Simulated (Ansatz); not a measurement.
## Lattice dynamics of Mg2Ir (built on the sites of a database entry of Sr2Rh)

The cell of Mg2Ir (built on the sites of a database entry of Sr2Rh) is at rest. What are its phonons? After the zone centre comes a 2×2×2 q mesh on a 10×10×10 k mesh.

Program: Ansatz 0.2.0. Level of theory: DFT PBEsol, scalar-relativistic, plane waves, PAW. Results are calculated unless marked as measured.

The structure was built from a prototype and need not be the compound's stable phase.

## 1. The starting structure

Symmetry: Fm-3m, No. 225, cubic system. Conventional cell: a = 6.155 Å, b = 6.155 Å, c = 6.155 Å, α = 90.00°, β = 90.00°, γ = 90.00°. Nearest to Mg lie 4 Ir at 2.66 Å. Nearest to Ir lie 8 Mg at 2.66 Å. Farther neighbours are not listed.

Structure file:

```cif
data_structure
_symmetry_space_group_name_H-M 'Fm-3m'
_symmetry_Int_Tables_number 225
_cell_length_a 6.1545
_cell_length_b 6.1545
_cell_length_c 6.1545
_cell_angle_alpha 90.000
_cell_angle_beta 90.000
_cell_angle_gamma 90.000
_cell_volume 233.12
loop_
_atom_site_label
_atom_site_type_symbol
_atom_site_symmetry_multiplicity
_atom_site_Wyckoff_symbol
_atom_site_fract_x
_atom_site_fract_y
_atom_site_fract_z
_atom_site_occupancy
Mg1 Mg 8 c 0.25000 0.25000 0.75000 1
Ir1 Ir 4 a 0.00000 0.00000 0.00000 1
```

## 2. Zone-centre response

The cell comes from relaxations at this level that are not shown. The zone centre comes first: it holds the modes that light can see, as far as symmetry allows. No field response is asked, since the mesh shows no gap.

The input, input.yaml:

```yaml
crystal:
  lattice:
    - [0.0, 3.0772568441, 3.0772568441]
    - [3.0772568441, 0.0, 3.0772568441]
    - [3.0772568441, 3.0772568441, 0.0]
  atoms:
    - { symbol: Mg, position: [0.75, 0.75, 0.75] }
    - { symbol: Mg, position: [0.25, 0.25, 0.25] }
    - { symbol: Ir, position: [0.0, 0.0, 0.0] }
kpoints:
  mp_grid: { grid: [10, 10, 10] }
hamiltonian:
  xc: pbesol
scf:
  occupations: { method: methfessel_paxton, width: 0.15 }
output:
  eigenvalues: true
phonons:
  method: dfpt
```

Run with:

```bash
$ ansatz run input.yaml --threads 8 --pin off --max-ram 14336MiB --backend cpu --events-out ev --progress --plain --runs-dir out
```

Numbers of over 12 decimals in the logs are rounded to 6 here.

What it wrote:

```text
zone centre: on kpoints.mp_grid the ground state, and the responses unless they are solved on pairs of k-points, stand on 102 of the mesh's 1000 k-points, reduced under 8 symmetry operations, with k and −k counted as one. Each operation leaves every solved displacement unchanged or reverses it
Engine: ansatz 0.2.0, aarch64-unknown-linux-gnu
Pseudopotentials: kind: paw
Pseudopotential: Mg, paw, valence charge 10, recommended cutoff 420 eV (normal), Mg.paw.azcp
Pseudopotential: Ir, paw, valence charge 17, recommended cutoff 420 eV (normal), Ir.paw.azcp
Functional definition: PBEsol
  exchange = pbesol_x
  correlation = pbesol_c
Crystal: 3 atoms, lattice volume = 58.280 Å³
Basis set: ecut = 420 eV, 1139 PW (Γ), exchange–correlation on 60×60×60 points (8 copies of the dense FFT grid, shifted against one another)
Bands: 23, of which v1, the nominal top of the filled ones, is band 19 counted from 1 (18 counted from 0)
Symmetry: 48 space group operations
k-points: 102 of 1000 (irreducible under 8 space group operations, time reversal used)
Non-local potential: Mg, projectors of the file, l = 0: 3, l = 1: 2, l = 2: 1
Non-local potential: Ir, projectors of the file, l = 0: 3, l = 1: 2, l = 2: 2, l = 3: 1
PAW form: soft (Blöchl's): semilocal exchange-correlation on the pseudo side does not see the compensation charge
PAW frozen core: Mg, regenerated for the run's functional, and the local potential with it (the file was generated under x = pbe(κ = 0.804, μ = 0.219515), c = pbe(β = 0.066725))
PAW frozen core: Ir, regenerated for the run's functional, and the local potential with it (the file was generated under x = pbe(κ = 0.804, μ = 0.219515), c = pbe(β = 0.066725))
PAW one-centre angular grid: Mg, 110 points (default); XC on 64 Gauss nodes
PAW one-centre angular grid: Ir, 590 points (default); XC on 64 Gauss nodes
Initial density: superposition of atomic densities (neutral atoms: chi_scale 0, normalization atom), corrected by the library's trained network
Initial wavefunctions: pseudopotential atomic-orbital guess
Functional: x = pbesol(κ = 0.804, μ = 0.123457), c = pbesol(β = 0.046)
SCF iter   1: F=—  HF=-15623.107080 eV  |F-HF|=—  |Δ(HF+E_count)|=         —  Δρ=3.56e-3  dr2=5.37e-3  ethr=1.77e-3  ⟨swp⟩=5.0  Hψ=9271  notcnv=0
preconditioner: auto → LDOS  [metal: Δε(μ)=0.091 eV  Ē_g=6.434 eV  σ=0.150 eV  W_gap=0.47  n_scr=14 (ndim 8)  ℏωp=17.5 eV  f_vac=0.014  D(μ)=1.52/eV (n_scr^D=14)  β→1.0]
SCF iter   2: F=—  HF=-15623.107351 eV  |F-HF|=—  |Δ(HF+E_count)|=   2.71e-4  S|Δr|=    0.00e0  Δρ=1.37e-3  dr2=8.62e-4  ethr=1.45e-5  ⟨swp⟩=2.0  Hψ=4948  notcnv=0
SCF iter   3: F=—  HF=-15623.106995 eV  |F-HF|=—  |Δ(HF+E_count)|=   3.56e-4  S|Δr|=    0.00e0  Δρ=2.82e-4  dr2=5.38e-5  ethr=2.33e-6  ⟨swp⟩=2.0  Hψ=4102  notcnv=0
SCF iter   4: F=—  HF=-15623.106983 eV  |F-HF|=—  |Δ(HF+E_count)|=   1.22e-5  S|Δr|=    0.00e0  Δρ=5.18e-5  dr2=1.08e-6  ethr=1.45e-7  ⟨swp⟩=2.1  Hψ=2966  notcnv=0
SCF iter   5: F=—  HF=-15623.106985 eV  |F-HF|=—  |Δ(HF+E_count)|=   2.18e-6  S|Δr|=    0.00e0  Δρ=1.33e-5  dr2=1.52e-7  ethr=2.91e-9  ⟨swp⟩=2.0  Hψ=4097  notcnv=0
SCF iter   6: F=—  HF=-15623.106985 eV  |F-HF|=—  |Δ(HF+E_count)|=   1.30e-8  S|Δr|=    0.00e0  Δρ=4.46e-6  dr2=1.49e-8  ethr=4.10e-10  ⟨swp⟩=1.2  Hψ=2381  notcnv=0
SCF iter   7: F=—  HF=-15623.106985 eV  |F-HF|=—  |Δ(HF+E_count)|=  8.15e-10  S|Δr|=    0.00e0  Δρ=5.63e-7  dr2=2.20e-10  ethr=4.03e-11  ⟨swp⟩=2.1  Hψ=2973  notcnv=0
SCF iter   8: F=-15623.106985 eV  HF=-15623.106985 eV  |F-HF|=3.64e-12  |Δ(HF+E_count)|=  1.46e-11  S|Δr|=    0.00e0  Δρ=6.52e-8  dr2=3.33e-12  ethr=1.00e-12  ⟨swp⟩=5.3  Hψ=11094  notcnv=0
SCF 1 converged in 8 iterations: F = -15623.106985 eV  dr2 = 3.33e-12
  greatest PAW one-centre occupation: 1.000 electrons in one spin orbital (limit 2), on the Mg atom at site 1 (counted from 0), in its partial waves of l = 0
DFPT response loops at Γ: preconditioner auto → Kerker (q_TF=auto, 2.529 Å⁻¹) (partly filled bands, converged f_vac=0.014); β = 1.00, the filter's whole step (`scf.mixing.beta` (0.50) is not read by the response loops under this deck's `scf.mixing.preconditioner`; to damp them name `kerker` or `kerker_dos`, under which they read `scf.mixing.beta`, and type it under 1.00, their step now; both keys bind the ground state too); Broyden in place of MSR1
SCF converged after 8 iterations
Stability not checked: this state was not tested for a lower state beside it, because cold or Methfessel-Paxton smearing, or corrected tetrahedra, fill the levels in a way that the test cannot read (fill_not_monotonic; see scf.lower_state_search)
Free energy (F): -15623.106985 eV
Harris-Foulkes:  -15623.106985 eV  (|F-HF|=3.64e-12)
Internal energy: -15623.105092 eV  (E = F + TS)
E sigma→0 (E₀):  -15623.106512 eV
Entropy (-TS):   -0.001892 eV (-0.631 meV/atom)
Fermi energy:    9.138097 eV
--- Per-component energies (eV) ---
  E_band       = -939.827658
  E_kinetic    = 778.260076
  E_local      = -5037.633850  (includes V_loc(G=0)·N_el)
  E_nonlocal   = 271.665323
  E_hartree    = 1854.893769
  E_xc         = -323.456070
  E_vxc        = -373.589408  (∫ρ·V_xc dr)
  E_paw        = -9651.530448  (= ΣΔE_a)
  E_vpaw       = -288.317405  (= ΣTr[D̂ρ^β])
  E_aug_tail   = 0.000062  (compensation charges beyond the density's cutoff)
  E_ewald      = -3515.686963
  E_core_change = 0.383009  (= ΣΔE_core)
  E_smearing   = -0.001892  (= −TS)
  E_closure    = 0.000000  (closes the sum)
  Σ components = -15623.106985   (vs F -15623.106985, Δ=0.00e0)
--- Band table (eV; the first three rows and the last of 102) ---
  k-point 0: bands = [... 15 lower, 7.1801, 8.0760, 8.0760, 14.5995, 14.5995, 14.5995, 17.2854, 17.6038]
  k-point 1: bands = [... 15 lower, 7.2172, 8.0626, 8.0626, 13.4585, 14.4701, 14.4701, 16.9431, 17.7578]
  k-point 2: bands = [... 15 lower, 7.2997, 8.0559, 8.0559, 11.6372, 14.0932, 14.0932, 16.5517, 17.4286]
  k-point 101: bands = [... 15 lower, 7.0474, 8.2045, 8.4302, 9.0596, 9.7279, 10.8826, 16.1417, 16.9308]
--- Phonons (Γ-DFPT): 2 representative perturbations + reference, on 102 of 1000 k-points (Σ response iterations 6) ---
  k mesh reduced under 8 symmetry operations, with k and −k counted as one. Each operation leaves every solved displacement unchanged or reverses it
  ASR residual: 5.095e-5 → 0.000e0 eV/Å²; symmetrization residual: 5.215e-6 eV/Å²
  ASR residual per site (eV/Å²): 2.50e-5 2.50e-5 5.09e-5
  Γ frequencies (cm⁻¹): 0.00 0.00 0.00 221.35 221.35 221.35 294.50 294.50 294.50
  non-analytic LO–TO correction: not included (Born effective charges unavailable; polar crystals: no LO–TO splitting at Γ)
```

Wall time 4.8 s (8 threads of Arm Neoverse V2, shared host); peak memory 0.66 GiB.

This step gave:

```
volume per atom                                         : 19.43 Å³
gap on the k-mesh                                       : 0 eV
sum-rule residual before enforcement                    : 5.09e-5 eV/Å²
point group                                             : m-3m
highest optical mode at the zone centre (no LO-TO term) : 294.5 cm⁻¹
lowest optical zone-centre mode                         : 221.3 cm⁻¹
```

Patterns of degenerate modes are one choice out of their space. The modes at Γ (shares of kinetic energy by element, %):

```
mode  frequency (cm⁻¹)  symmetry  Mg %  Ir %
   1               0.0  acoustic    20    80
   2               0.0  acoustic    20    80
   3               0.0  acoustic    20    80
   4             221.3       T1u    80    20
   5             221.3       T1u    80    20
   6             221.3       T1u    80    20
   7             294.5       T2g   100     0
   8             294.5       T2g   100     0
   9             294.5       T2g   100     0
```

Displacements in mode 5 (221.3 cm⁻¹), the largest set to 1:
```
Mg1  0.00  0.12  1.00
Mg2  0.00  0.12  1.00
Ir3  0.00 -0.03 -0.25
```

Displacements in mode 9 (294.5 cm⁻¹), the largest set to 1:
```
Mg1  0.00 -0.05 -1.00
Mg2  0.00  0.05  1.00
Ir3  0.00  0.00  0.00
```

Before it was imposed, the acoustic sum rule was missed by 5.1e-5 eV/Å². Small misses are needed for a sound result but don't prove that mesh and cutoff are converged. The lowest optical mode is real, 221 cm⁻¹.

[end of part 1 of 2]

[Logs are printed without paths, hosts, clocks, repeated set-up lines and the standing remarks that a program may print on its own settings, such as how far it seeks lower states.]

[Hosts, paths, dates, database ids (printed as entryN), source tags and the programs' standing remarks are cut or masked in the printed files.]
